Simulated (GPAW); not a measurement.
# A Pd chain with CO on top of one atom: relaxation, then transmission at several levels, part 2 of 2

Aim: the conductance of a Pd chain with CO on top of one atom after relaxation, and whether geometry, basis or functional moves it most.

GPAW 26.7.0; GPAW LCAO, PAW setups; relaxation of the junction within the symmetry of its start, lead ends held (the session's first sound run).

So far, transmission at the Fermi level (one spin): step 3 (GPAW, dzp, PBE, GPAW) 0.440; step 4 (basis szp(dzp), PBE, GPAW) 0.188; step 5 (basis sz(dzp), PBE, GPAW) 0.228; step 6 (LDA) 0.489; step 7 (the structure as built: geometry = "as built", PBE, GPAW) 2.19.

### Step 9. Comparison

The curves are compared point by point over the common energies.

This step: comparison of transmission and cost over codes, levels and geometry (GPAW 26.7.0).

Ladder, by row:

```
   step  code  T at the Fermi level (sum over the listed spins)  conductance (G0)  r.m.s. T(E) from the first  wall time (s)  peak memory (GiB)  threads
    dzp  GPAW                                            0.4395            0.4355                           0          432.3               2.63        1
    szp  GPAW                                            0.1883            0.1807                      0.4177          282.7               2.49        1
     sz  GPAW                                            0.2279            0.2213                      0.3728          198.2               2.37        1
dzp-LDA  GPAW                                            0.4886            0.4842                      0.2264          420.6               2.63        1
asbuilt  GPAW                                              2.19             2.129                       1.141          446.8               2.63        1
```

The transmission, zone mean, sum over the listed spins by energy, zero at the Fermi level:

```
energy (eV)     dzp     szp      sz  dzp-LDA  asbuilt
     -2.000  0.0339  0.0121  0.0110   0.0211     1.64
     -1.800  0.0234  0.0752  0.0534   0.0273     1.51
     -1.600   0.112   0.856   0.996   0.0940     1.63
     -1.450   0.998   0.251   0.331    0.780     1.73
     -1.400   0.648   0.218   0.285    0.960     1.77
     -1.200   0.192   0.231   0.307    0.228     1.92
     -1.000   0.343   0.432   0.488    0.349     2.03
     -0.800   0.689   0.669   0.618    0.683     2.08
     -0.675    1.29    2.15    1.97     1.17     2.10
     -0.650    1.65    1.71    2.03     1.42     2.10
     -0.625    2.12    2.17    1.60     1.78     2.09
     -0.600    2.03   0.337    2.08     2.18     2.08
     -0.500    1.81   0.561   0.348     1.87     2.16
     -0.475   0.215    1.69   0.451     2.02     2.03
     -0.400   0.624   0.145   0.306    0.505     2.17
     -0.375    1.85  0.0695  0.0979    0.593     2.19
     -0.200   0.364   0.120   0.157    0.417     2.31
      0.000   0.440   0.188   0.228    0.489     2.19
      0.200   0.436   0.220   0.262    0.495    0.774
      0.400   0.572   0.360   0.426    0.645    0.693
      0.600   0.718   0.559   0.663    0.785    0.677
      0.800   0.833   0.777   0.892    0.885    0.625
      1.000   0.909   0.933   0.995    0.946    0.480
      1.200   0.950   0.993   0.974    0.976    0.212
      1.350   0.961   0.997   0.931    0.985   0.0345
      1.400   0.959   0.994   0.917    0.986  0.00804
      1.600   0.915   0.984   0.886    0.972   0.0477
      1.800   0.509   0.993   0.914    0.768    0.133
      2.000  0.0478   0.942   0.997  0.00148    0.160
```

### Step 10. A varied run

One more run, with changed settings.

This step: GPAW LCAO, PAW setups; Landauer transmission from Green's functions with principal layers (ASE), zero bias (GPAW 26.7.0).

The input, run.py:

```python
import json
import numpy as np
from ase import Atoms
from ase.transport.calculators import TransportCalculator
from gpaw import GPAW, FermiDirac
from gpaw.lcao.tools import get_lcao_hamiltonian
from scipy.linalg import eigh

# The junction with lead layers at both ends, along the third cell vector
device = Atoms(
    ['Pd', 'Pd', 'Pd', 'Pd', 'Pd', 'Pd', 'Pd', 'Pd', 'Pd', 'C', 'O', 'Pd', 'Pd', 'Pd', 'Pd', 'Pd', 'Pd', 'Pd', 'Pd'],
    positions=[
        [4.50000, 4.50000, 1.25000],
        [4.50000, 4.50000, 3.75000],
        [4.50000, 4.50000, 6.25000],
        [4.50000, 4.50000, 8.75000],
        [4.50000, 4.50000, 11.25000],
        [4.50000, 4.50000, 13.75000],
        [4.50000, 4.50000, 16.25000],
        [5.32385, 4.50000, 18.90159],
        [3.95561, 4.50000, 21.25000],
        [5.83993, 4.50000, 21.25000],
        [7.03353, 4.50000, 21.25000],
        [5.32385, 4.50000, 23.59841],
        [4.50000, 4.50000, 26.25000],
        [4.50000, 4.50000, 28.75000],
        [4.50000, 4.50000, 31.25000],
        [4.50000, 4.50000, 33.75000],
        [4.50000, 4.50000, 36.25000],
        [4.50000, 4.50000, 38.75000],
        [4.50000, 4.50000, 41.25000]],
    cell=[[9.0, 0.0, 0.0], [0.0, 9.0, 0.0], [0.0, 0.0, 42.5]],
    pbc=True)

# One principal layer of the lead: the first 5 atoms of the device
lead = Atoms(
    ['Pd', 'Pd', 'Pd', 'Pd', 'Pd'],
    positions=[
        [4.50000, 4.50000, 1.25000],
        [4.50000, 4.50000, 3.75000],
        [4.50000, 4.50000, 6.25000],
        [4.50000, 4.50000, 8.75000],
        [4.50000, 4.50000, 11.25000]],
    cell=[[9.0, 0.0, 0.0], [0.0, 9.0, 0.0], [0.0, 0.0, 12.5]],
    pbc=True)

settings = dict(mode='lcao', basis='tzp', xc='PBE', h=0.18,
                occupations=FermiDirac(0.1), maxiter=75,
                mixer=dict(beta=0.1, nmaxold=8, weight=100.0),
                convergence=dict(density=0.0001))
energies = np.arange(-2, 2 + 1e-9, 0.025)
eta = 0.0001
n1, n2 = 1, 1
# k and -k transmit alike, so half of the mesh across the current serves
mesh = [(i, j) for i in range(n1) for j in range(n2) if (i, j) <= (-i % n1, -j % n2)]
weights = np.array([1 if (i, j) == (-i % n1, -j % n2) else 2 for i, j in mesh]) / (n1 * n2)

# [... helper functions left out ...]
fermi_lead = ground_state(lead, (1, 1, 9), 'lead.txt')
fermi_device = ground_state(device, (1, 1, 2), 'device.txt')
# [... loop over the mesh left out, but for ...]
        # Shift the lead onto the potential of the device's first layer
        shift = ((H[:, 0, 0] - H0[:, 0, 0]) / S0[0, 0]).real.mean()
# [...]
kT = 8.617333e-5 * 300
bias = [0.1, 0.2, 0.5, 1.0, 1.5, 2.0]
# [... integrals and printing left out ...]
```

Command:

```bash
$ OMP_NUM_THREADS=1 OPENBLAS_NUM_THREADS=1 python run.py
```

The job ended after 0.65 s (1 thread of Arm Neoverse V2, shared host; peak memory 0.1 GiB).

The input was rejected at the start.

The program's message: “FileNotFoundError: Could not find required basis set file "Pd.tzp.basis".”

The change that led to it: basis = "tzp".

### Step 11. Results

* conductance: 0.436 G₀
* transmission at the Fermi level, mean of the spins: 0.440

What this shows: In the dzp basis the junction conducts 0.436 G₀ at 300 K, with T = 0.440 a spin at the Fermi level; no smaller basis tried comes within 10 % of that conductance. Relaxation moved atoms by up to 0.84 Å and took the conductance from 2.13 to 0.436 G₀, as a ratio a larger change than the step from dzp to the minimal basis. At the Fermi level the three most open eigenchannels pass 0.37, 0.055 and 0.0097. Measured against the first run (dzp), the nearest curve is that of dzp-LDA (r.m.s. 0.23) and the farthest that of asbuilt (1.1). Over the compared runs wall time goes from 198 s (sz) to 447 s (asbuilt), on a shared host. The leads kept an estimated spacing and the cell its length, so the junction may be under some tension or compression. The geometry comes from the orbital basis, which tends to overbind, and kept the symmetry of the start, so a structure of lower symmetry may lie lower. The run had no spin polarisation, so a magnetic state, which chains and small molecules with open shells often have, wasn't tested. An evenly spaced straight chain is an idealisation: free chains tend to dimerise, zigzag or, where a band edge lies near the Fermi level, turn magnetic. The currents use the zero-bias T(E) throughout, which holds only while the bias is small against the distance to the nearest feature. The thermopower isn't quoted: it samples T(E) farther from the Fermi level than the conductance does, and the energy grid wasn't tested for it.

[Logs are printed without paths, hosts, clocks, repeated set-up lines and the standing remarks that a program may print on its own settings, such as how far it seeks lower states.]

[Hosts, paths, dates, database ids (printed as entryN), source tags and the programs' standing remarks are cut or masked in the printed files.]
